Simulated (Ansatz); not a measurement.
# linear Mo chain under tension and compression

Wanted: energy, moment and open channels of the linear Mo chain from 12 % compression to 30 % stretch.

Main program and level: Ansatz 0.2.0; DFT PBE, plane waves, PAW; relaxation of a chain's period, in the first sound run; inputs show where later runs differ.

**1. The structure**

The cell holds 1 atom: 1 Mo. Its edges and angles: a = 7.500 Å, b = 7.500 Å, c = 2.864 Å, α = 90.0°, β = 90.0°, γ = 90.0°. Vacuum lies along a and b. The structure's axis is c.

**2. The relaxed wire**

Band widths follow the bond lengths, so the chain is relaxed first. The atoms and the third cell vector are free; the box across stays fixed as vacuum. Moments are seeded so that a magnetic state can form if it lies lower. A Fermi-Dirac smearing is set since the result may be a metal. The pressure printed is a third of the stress's trace over the whole box, vacuum included; only the stress along the axis is relaxed.

File input.yaml:

```yaml
crystal:
  lattice:
    - [7.5, 0.0, 0.0]
    - [0.0, 7.5, 0.0]
    - [0.0, 0.0, 2.8644]
  atoms:
    - { symbol: Mo, position: [0.5, 0.5, 0.0], spin: 3.0 }
magnetization:
  spin_polarized: true
kpoints:
  mp_grid: { grid: [1, 1, 28] }
scf:
  occupations: { method: fermi_dirac, width: 0.05 }
hamiltonian:
  xc: pbe
relax:
  cell: { fix: [a, b, alpha, beta, gamma] }
  max_steps: 60
```

Command:

```console
$ ansatz run input.yaml --threads 4 --pin off --max-ram 8192MiB --backend cpu --events-out ev --progress --plain --runs-dir out
```

Numbers of over 12 decimals in the logs are rounded to 6 here.

The log of the run:

```text
Engine: ansatz 0.2.0, aarch64-unknown-linux-gnu
Pseudopotentials: kind: paw
Pseudopotential: Mo, paw, valence charge 14, recommended cutoff 420 eV (normal), Mo.paw.azcp
Functional definition: PBE
  parameter kappa = 0.804
  parameter beta = 0.066725
  exchange = pbe_x(kappa = kappa, mu = beta*pi^2/3)
  correlation = pbe_c(beta = beta)
Crystal: 1 atoms, lattice volume = 161.123 Å³
Basis set: ecut = 420 eV, 3145 PW (Γ), exchange–correlation on 108×108×40 points (8 copies of the dense FFT grid, shifted against one another)
Bands: 13, of which v1, the nominal top of the filled ones, is band 7 counted from 1 (6 counted from 0)
Symmetry: 16 space group operations
Space group: P4/mmm (ITA 123), of the structure as read, at distance tolerance 5.4e-5 Å
Magnetic group: BNS 123.339 (UNI 999), of the structure as read, at distance tolerance 5.4e-5 Å
k-points: 15 of 28
Non-local potential: Mo, projectors of the file, l = 0: 3, l = 1: 2, l = 2: 2, l = 3: 1
PAW form: soft (Blöchl's): semilocal exchange-correlation on the pseudo side does not see the compensation charge
PAW one-centre angular grid: Mo, 590 points (default); XC on 64 Gauss nodes
Initial density: superposition of atomic densities (neutral atoms: chi_scale 0, normalization atom)
Starting moments: Σ|m| = 3 μB on 1 of 1 site
Initial wavefunctions: pseudopotential atomic-orbital guess
Functional: x = pbe(κ = 0.804, μ = 0.219515), c = pbe(β = 0.066725)
iter 1 solved again at ethr=2.65e-3 eV; its pass at ethr=3.10e-3 eV (dr2=3.70e-1 eV) is discarded
SCF iter   1: F=—  HF=-4950.355271 eV  |F-HF|=—  |Δ(HF+E_count)|=         —  Δρ=1.31e-2 (↑1.07e-2 ↓1.31e-2)  dr2=3.75e-1  dr2_m=1.47e-1  M=3.394 μB ∫|m|=3.394 μB  β_m=0.30  ethr=2.65e-3  ⟨swp⟩=1.0  Hψ=2622  notcnv=0
Mixer restart at iter 1: flushing history
preconditioner: auto → LDOS  [metal: Δε(μ)=0.043 eV  Ē_g=4.020 eV  σ=0.050 eV  W_gap=0.21  n_scr=12 (ndim 8)  ℏωp=7.2 eV  f_vac=0.605  D(μ)=3.92/eV (n_scr^D=20)]
spin=Collinear: LDOS preconditioning applied to the charge; magnetization (m = ρ↑ − ρ↓) channel mixes plain (no charge-response kernel on spin).
SCF iter   2: F=—  HF=-4950.336994 eV  |F-HF|=—  |Δ(HF+E_count)|=   1.83e-2  Δρ=1.00e-2 (↑8.42e-3 ↓1.00e-2)  dr2=2.08e-1  dr2_m=9.08e-2  M=3.499 μB ∫|m|=3.499 μB  β_m=0.65  ethr=2.65e-3  ⟨swp⟩=1.8  Hψ=505  notcnv=0
SCF iter   3: F=—  HF=-4950.445785 eV  |F-HF|=—  |Δ(HF+E_count)|=         —  Δρ=3.64e-3 (↑3.64e-3 ↓3.55e-3)  dr2=1.07e-2  dr2_m=1.23e-2  M=3.848 μB ∫|m|=3.848 μB  β_m=0.65  ethr=1.48e-3  ⟨swp⟩=3.0  Hψ=815  notcnv=0
Mixer restart at iter 3: flushing history
SCF iter   4: F=—  HF=-4950.462605 eV  |F-HF|=—  |Δ(HF+E_count)|=   1.68e-2  Δρ=2.08e-3 (↑2.08e-3 ↓2.01e-3)  dr2=3.79e-3  dr2_m=4.34e-3  M=3.905 μB ∫|m|=3.905 μB  β_m=0.82  ethr=7.61e-5  ⟨swp⟩=2.7  Hψ=774  notcnv=0  defer=2
SCF iter   5: F=—  HF=-4950.470091 eV  |F-HF|=—  |Δ(HF+E_count)|=   7.49e-3  Δρ=6.16e-4 (↑5.98e-4 ↓6.16e-4)  dr2=1.58e-4  dr2_m=4.80e-4  M=4.022 μB ∫|m|=4.022 μB  β_m=0.91  ethr=2.71e-5  ⟨swp⟩=2.5  Hψ=726  notcnv=0  defer=2
SCF iter   6: F=—  HF=-4950.470951 eV  |F-HF|=—  |Δ(HF+E_count)|=   8.60e-4  Δρ=4.49e-4 (↑4.49e-4 ↓4.31e-4)  dr2=1.33e-4  dr2_m=2.56e-4  M=4.088 μB ∫|m|=4.088 μB  β_m=0.96  ethr=1.13e-6  ⟨swp⟩=2.2  Hψ=764  notcnv=0  defer=2
SCF iter   7: F=—  HF=-4950.471329 eV  |F-HF|=—  |Δ(HF+E_count)|=   3.79e-4  Δρ=3.23e-4 (↑2.87e-4 ↓3.23e-4)  dr2=7.41e-5  dr2_m=1.15e-4  M=4.127 μB ∫|m|=4.127 μB  β_m=0.98  ethr=9.48e-7  ⟨swp⟩=2.3  Hψ=690  notcnv=0  defer=2
SCF iter   8: F=—  HF=-4950.471817 eV  |F-HF|=—  |Δ(HF+E_count)|=   4.87e-4  Δρ=7.76e-5 (↑7.76e-5 ↓5.50e-5)  dr2=7.79e-6  dr2_m=2.22e-6  M=4.213 μB ∫|m|=4.213 μB  β_m=0.99  ethr=5.30e-7  ⟨swp⟩=2.3  Hψ=774  notcnv=0  defer=2
SCF iter   9: F=—  HF=-4950.471823 eV  |F-HF|=—  |Δ(HF+E_count)|=   6.51e-6  Δρ=2.32e-5 (↑2.32e-5 ↓2.23e-5)  dr2=1.64e-6  dr2_m=8.70e-8  M=4.216 μB ∫|m|=4.216 μB  β_m=0.88  ethr=5.56e-8  ⟨swp⟩=2.1  Hψ=667  notcnv=0  defer=2
SCF iter  10: F=—  HF=-4950.471824 eV  |F-HF|=—  |Δ(HF+E_count)|=   1.14e-6  Δρ=6.17e-6 (↑6.17e-6 ↓5.70e-6)  dr2=8.58e-8  dr2_m=3.49e-9  M=4.216 μB ∫|m|=4.216 μB  β_m=0.94  ethr=1.17e-8  ⟨swp⟩=2.2  Hψ=567  notcnv=0  defer=2
SCF iter  11: F=-4950.471825 eV  HF=-4950.471825 eV  |F-HF|=1.35e-8  |Δ(HF+E_count)|=   2.36e-7  Δρ=1.03e-6 (↑1.03e-6 ↓1.01e-6)  dr2=1.92e-9  dr2_m=6.77e-10  M=4.215 μB ∫|m|=4.215 μB  ethr=6.13e-10  ⟨swp⟩=2.0  Hψ=1328  notcnv=0
SCF 1 converged in 11 iterations: F = -4950.471825 eV  dr2 = 1.92e-9
  greatest PAW one-centre occupation: 0.999 electrons in one spin orbital (limit 2), on the Mo atom at site 0 (counted from 0), in its partial waves of l = 0
relax step   1: F+E_penalty+E_count = -4950.47182462 eV  Δ(F+E_penalty+E_count) = +0.000e0 eV  max|allowed force component| = 0.000e0 eV/Å  Δτ_max = 0.0000 Å  P = -1.050 GPa  Ω = 161.123 Å³  fix = [a, b, alpha, beta, gamma]  reactions: a -0.179, b -0.179 GPa  (11 SCF iters, dr2 threshold 1.00e-7 eV, accepted)
Crystal: 1 atoms, lattice volume = 153.446 Å³
Basis set: ecut = 420 eV, 3057 PW (Γ), exchange–correlation on 108×108×40 points (8 copies of the dense FFT grid, shifted against one another)
Initial density: handed on by an earlier stage of this run
Starting moments: Σ|m| = 3 μB on 1 of 1 site; this step starts from the density that it was given
Initial wavefunctions: those handed on with the density
iter 1 solved again at ethr=1.71e-4 eV; its pass at ethr=3.10e-3 eV (dr2=2.40e-2 eV) is discarded
SCF iter   1: F=—  HF=-4950.688230 eV  |F-HF|=—  |Δ(HF+E_count)|=         —  Δρ=8.63e-3 (↑8.54e-3 ↓8.63e-3)  dr2=2.43e-2  dr2_m=9.60e-2  M=3.593 μB ∫|m|=3.593 μB  β_m=0.30  ethr=1.71e-4  ⟨swp⟩=1.1  Hψ=2851  notcnv=0
preconditioner: auto → LDOS  [metal: Δε(μ)=0.058 eV  Ē_g=4.471 eV  σ=0.050 eV  W_gap=0.27  n_scr=12 (ndim 8)  ℏωp=7.3 eV  f_vac=0.631  D(μ)=2.00/eV (n_scr^D=8)]
spin=Collinear: LDOS preconditioning applied to the charge; magnetization (m = ρ↑ − ρ↓) channel mixes plain (no charge-response kernel on spin).
SCF iter   2: F=—  HF=-4950.681588 eV  |F-HF|=—  |Δ(HF+E_count)|=   6.64e-3  Δρ=6.55e-3 (↑6.55e-3 ↓6.54e-3)  dr2=1.51e-2  dr2_m=5.59e-2  M=3.553 μB ∫|m|=3.553 μB  β_m=0.65  ethr=1.71e-4  ⟨swp⟩=2.0  Hψ=526  notcnv=0
SCF iter   3: F=—  HF=-4950.670899 eV  |F-HF|=—  |Δ(HF+E_count)|=   1.07e-2  Δρ=7.60e-4 (↑7.60e-4 ↓7.42e-4)  dr2=3.92e-4  dr2_m=5.32e-4  M=3.466 μB ∫|m|=3.466 μB  β_m=0.71  ethr=1.08e-4  ⟨swp⟩=2.6  Hψ=784  notcnv=0
[...]
relax step   5: F+E_penalty+E_count = -4951.30226839 eV  Δ(F+E_penalty+E_count) = -2.319e-1 eV  max|allowed force component| = 0.000e0 eV/Å  Δτ_max = 0.0000 Å  P = -1.681 GPa  Ω = 129.882 Å³  energy of the carried Pulay correction = +9.101e-4 eV  fix = [a, b, alpha, beta, gamma]  reactions: a -0.280, b -0.280 GPa  (19 SCF iters, dr2 threshold 1.00e-7 eV, accepted)
[...]
relax step   6: F+E_penalty+E_count = -4951.38861464 eV  Δ(F+E_penalty+E_count) = -8.635e-2 eV  max|allowed force component| = 0.000e0 eV/Å  Δτ_max = 0.0000 Å  P = +0.661 GPa  Ω = 122.027 Å³  energy of the carried Pulay correction = +1.172e-3 eV  fix = [a, b, alpha, beta, gamma]  reactions: a -0.291, b -0.291 GPa  (10 SCF iters, dr2 threshold 1.00e-7 eV, accepted)
[...]
relax step   7: F+E_penalty+E_count = -4951.40083758 eV  Δ(F+E_penalty+E_count) = -1.222e-2 eV  max|allowed force component| = 0.000e0 eV/Å  Δτ_max = 0.0000 Å  P = -0.537 GPa  Ω = 124.887 Å³  energy of the carried Pulay correction = +1.075e-3 eV  fix = [a, b, alpha, beta, gamma]  reactions: a -0.283, b -0.283 GPa  (9 SCF iters, dr2 threshold 1.00e-7 eV, accepted)
[...]
relax step   8: F+E_penalty+E_count = -4951.40384276 eV  Δ(F+E_penalty+E_count) = -3.005e-3 eV  max|allowed force component| = 0.000e0 eV/Å  Δτ_max = 0.0000 Å  P = -0.170 GPa  Ω = 123.935 Å³  energy of the carried Pulay correction = +1.107e-3 eV  fix = [a, b, alpha, beta, gamma]  reactions: a -0.285, b -0.285 GPa  (9 SCF iters, dr2 threshold 1.00e-7 eV, accepted)
[...]
relax step   9: F+E_penalty+E_count = -4951.40385049 eV  Δ(F+E_penalty+E_count) = -7.738e-6 eV  max|allowed force component| = 0.000e0 eV/Å  Δτ_max = 0.0000 Å  P = -0.190 GPa  Ω = 123.986 Å³  energy of the carried Pulay correction = +1.105e-3 eV  fix = [a, b, alpha, beta, gamma]  reactions: a -0.285, b -0.285 GPa  (7 SCF iters, dr2 threshold 9.16e-9 eV, accepted)
Basis set: ecut = 420 eV, 2447 PW (Γ), exchange–correlation on 108×108×30 points (8 copies of the dense FFT grid, shifted against one another)
Initial wavefunctions: pseudopotential atomic-orbital guess (no wavefunctions were taken with the density)
iter 1 solved again at ethr=1.36e-7 eV; its pass at ethr=3.10e-3 eV (dr2=1.91e-5 eV) is discarded
SCF iter   1: F=—  HF=-4951.403330 eV  |F-HF|=—  |Δ(HF+E_count)|=         —  Δρ=5.89e-5 (↑5.89e-5 ↓5.89e-5)  dr2=2.04e-6  dr2_m=2.08e-11  M=-0.000 μB ∫|m|=0.000 μB  β_m=0.65  ethr=1.36e-7  ⟨swp⟩=3.7  Hψ=3486  notcnv=0
preconditioner: auto → Resta (q_TF=auto, 1.897 Å⁻¹)  ε∞=2.9  [insulator: Δε(μ)=0.161 eV  Ē_g=5.895 eV  σ=0.050 eV  W_gap=0.51  n_scr=20 (ndim 8)  ℏωp=8.2 eV  f_vac=0.629  D(μ)=2.46/eV (n_scr^D=20)  ε∞_Penn≈2.9  vacuum switching on, ρ_ref=2.5e-3 e/Å³]
spin=Collinear: Resta preconditioning applied to the charge; magnetization (m = ρ↑ − ρ↓) channel mixes plain (no charge-response kernel on spin).
SCF iter   2: F=—  HF=-4951.403332 eV  |F-HF|=—  |Δ(HF+E_count)|=   2.01e-6  Δρ=2.11e-5 (↑2.11e-5 ↓2.11e-5)  dr2=2.67e-7  dr2_m=1.33e-11  M=-0.000 μB ∫|m|=0.000 μB  β_m=0.61  ethr=1.46e-8  ⟨swp⟩=2.0  Hψ=602  notcnv=0
SCF iter   3: F=—  HF=-4951.403333 eV  |F-HF|=—  |Δ(HF+E_count)|=   4.43e-7  Δρ=3.53e-6 (↑3.52e-6 ↓3.53e-6)  dr2=7.29e-9  dr2_m=5.77e-12  M=-0.000 μB ∫|m|=0.000 μB  β_m=0.65  ethr=1.91e-9  ⟨swp⟩=2.1  Hψ=494  notcnv=0
SCF iter   4: F=—  HF=-4951.403333 eV  |F-HF|=—  |Δ(HF+E_count)|=   2.07e-8  Δρ=5.39e-7 (↑5.39e-7 ↓5.28e-7)  dr2=5.43e-10  dr2_m=2.71e-12  M=-0.000 μB ∫|m|=0.000 μB  β_m=0.82  ethr=5.21e-11  ⟨swp⟩=2.5  Hψ=596  notcnv=0
SCF iter   5: F=—  HF=-4951.403333 eV  |F-HF|=—  |Δ(HF+E_count)|=   3.25e-8  Δρ=1.28e-7 (↑1.28e-7 ↓9.90e-8)  dr2=8.58e-11  dr2_m=8.57e-13  M=-0.000 μB ∫|m|=0.000 μB  β_m=0.91  ethr=3.88e-12  ⟨swp⟩=2.4  Hψ=587  notcnv=0
SCF iter   6: F=—  HF=-4951.403333 eV  |F-HF|=—  |Δ(HF+E_count)|=  2.47e-10  Δρ=2.41e-8 (↑2.41e-8 ↓2.00e-8)  dr2=1.44e-12  dr2_m=1.44e-13  M=-0.000 μB ∫|m|=0.000 μB  β_m=0.96  ethr=1.00e-12  ⟨swp⟩=2.2  Hψ=507  notcnv=0
SCF iter   7: F=-4951.403333 eV  HF=-4951.403333 eV  |F-HF|=9.09e-13  |Δ(HF+E_count)|=  9.09e-13  Δρ=1.16e-8 (↑8.61e-9 ↓1.16e-8)  dr2=7.88e-13  dr2_m=2.05e-14  M=-0.000 μB ∫|m|=0.000 μB  ethr=1.00e-12  ⟨swp⟩=3.9  Hψ=1356  notcnv=0
the starting moments were not kept: the SCF closed with an absolute magnetisation of 9.6e-7 μB, where they sum to 3 μB in size (1 site). That is at most 0.1 of that sum. Measured as dr2_m measures the in/out step, that magnetisation stands 1.5e-13 eV from none, at or under the dr2_threshold of 1.0e-11 eV: it is no larger than a step whose dr2_m would equal this threshold.
SCF 10 converged in 7 iterations: F = -4951.403333 eV  dr2 = 7.88e-13
relax step  10: F+E_penalty+E_count = -4951.40333279 eV  Δ(F+E_penalty+E_count) = +5.177e-4 eV  max|allowed force component| = 0.000e0 eV/Å  Δτ_max = 0.0000 Å  P = -0.193 GPa  Ω = 123.986 Å³  fix = [a, b, alpha, beta, gamma]  reactions: a -0.287, b -0.287 GPa  stress off target by 4.76e-3 GPa on what of the cell is left free  SCF on the basis re-selected at this cell (its energy is not comparable with the rows above)  (7 SCF iters)
basis re-selected at this cell: Δ(F+E_penalty+E_count) = +5.177e-4 eV, ΔP = -0.002 GPa vs the last step (what re-selecting the basis moved, of the pressure what is left beyond the Pulay correction that the steps carried, after the strain that the cell walked since its last selection, with what the two solves' SCF thresholds leave and, on support functions, any second-order correction that the steps lacked; it is no measure of the basis error at this ecutwfc). The dense FFT grid was sized anew with the basis: this SCF ran on 54×54×15 points, the steps before it on 54×54×20, so part of this shift can come from that change (see relax.cell in the input reference). [rest of the remark cut]
SCF converged after 7 iterations
Magnetization: -0.0000 μB (7.0000 up, 7.0000 down)
Absolute magnetization: 0.0000 μB (∫|ρ↑−ρ↓|, with the PAW one-centre terms)
Spin contamination: 0.0000 ħ² per cell (⟨S²⟩ above its minimum at these occupations)
Per-site moments (μB) at R_I (Å): [(-4.438187463458546e-7, 0.909227)]
Free energy (F): -4951.403333 eV
Harris-Foulkes:  -4951.403333 eV  (|F-HF|=9.09e-13)
Internal energy: -4951.383347 eV  (E = F + TS)
E sigma→0 (E₀):  -4951.393340 eV
Entropy (-TS):   -0.019986 eV (-19.986 meV/atom)
Fermi energy:    -1.342179 eV
--- Per-component energies (eV) ---
  E_band       = -358.214091
  E_kinetic    = 442.004695
  E_local      = -3222.833854  (includes V_loc(G=0)·N_el)
  E_nonlocal   = 148.833979
  E_hartree    = 1322.196788
  E_xc         = -179.686221
  E_vxc        = -223.758667  (∫ρ·V_xc dr)
  E_paw        = -3203.351863  (= ΣΔE_a)
  E_vpaw       = -146.853913  (= ΣTr[D̂ρ^β])
  E_aug_tail   = 0.000043  (compensation charges beyond the density's cutoff)
  E_ewald      = -258.546915
  E_smearing   = -0.019986  (= −TS)
  E_closure    = 0.000000  (closes the sum)
  Σ components = -4951.403333   (vs F -4951.403333, Δ=0.00e0)
--- Forces (eV/Å), atoms counted from 1 ---
  atom   1  Mo     0.00000000     0.00000000     0.00000000
  max |Σ_I F_I| component: 1.01e-28 eV/Å
--- Stress (GPa, compression-positive) ---
       -0.286837       0.000000       0.000000
        0.000000      -0.286837       0.000000
        0.000000       0.000000      -0.004755
  P = ⅓ Tr σ = -0.1928 GPa (-1.928 kbar)
--- Relaxed structure (9 steps of the walk, 9 accepted, 1 SCFs on fresh bases) ---
  F+E_penalty+E_count = -4951.40333279 eV   max|allowed force component| = 0.000e0 eV/Å   (the final SCF, on the basis selected at the relaxed cell)
  cell:  # Å, volume = 123.9855 Å³
    - [7.5, 0.0, 0.0]
    - [0.0, 7.5, 0.0]
    - [0.0, 0.0, 2.204187]
  atoms:
    - { symbol: Mo, position: [0.5, 0.5, 0.0] }
```

Run time: 14 s. Hardware: 4 threads of Arm Neoverse V1, shared host; peak memory 0.38 GiB; 50 s of CPU time.

Relaxation path:

```csv
step,energy less that of the first step (eV),largest force component (eV/Å),pressure (GPa),volume (Å³)
1,0.0000,0.0000,-1.05,161.12
2,-0.2002,0.0000,-1.57,153.45
3,-0.4110,0.0000,-1.63,145.59
4,-0.5986,0.0000,-1.22,137.74
5,-0.8304,0.0000,-1.68,129.88
6,-0.9168,0.0000,0.66,122.03
7,-0.9290,0.0000,-0.54,124.89
8,-0.9320,0.0000,-0.17,123.94
9,-0.9320,0.0000,-0.19,123.99
10*,-0.9315,0.0000,-0.19,123.99
```

Relaxation steps marked * repeat the geometry before them on a plane-wave basis chosen anew for their cell, so energy and pressure can jump there.

```csv
cell as run,before,after,change
c (Å),2.864,2.204,-23.0 %
```

Final coordinates:

```cif
data_structure
_symmetry_space_group_name_H-M 'P 1'
_symmetry_Int_Tables_number 1
_cell_length_a 7.5000
_cell_length_b 7.5000
_cell_length_c 2.2042
_cell_angle_alpha 90.000
_cell_angle_beta 90.000
_cell_angle_gamma 90.000
_cell_volume 123.99
loop_
_atom_site_label
_atom_site_type_symbol
_atom_site_fract_x
_atom_site_fract_y
_atom_site_fract_z
_atom_site_occupancy
Mo1 Mo 0.50000 0.50000 0.00000 1
```

This step gave:

```
energy at zero smearing    : -4951.3933 eV
cell length along the wire : 2.204 Å
```

The cell's length comes to 2.204 Å with no moment. That is -23 % against the start, more than a small adjustment.

The cell shrank by 23.0 % in its periodic edges.

(Part 1 of 3 ends here.)

[Logs are printed without paths, hosts, clocks, repeated set-up lines and the standing remarks that a program may print on its own settings, such as how far it seeks lower states.]

[Hosts, paths, dates, database ids (printed as entryN), source tags and the programs' standing remarks are cut or masked in the printed files.]
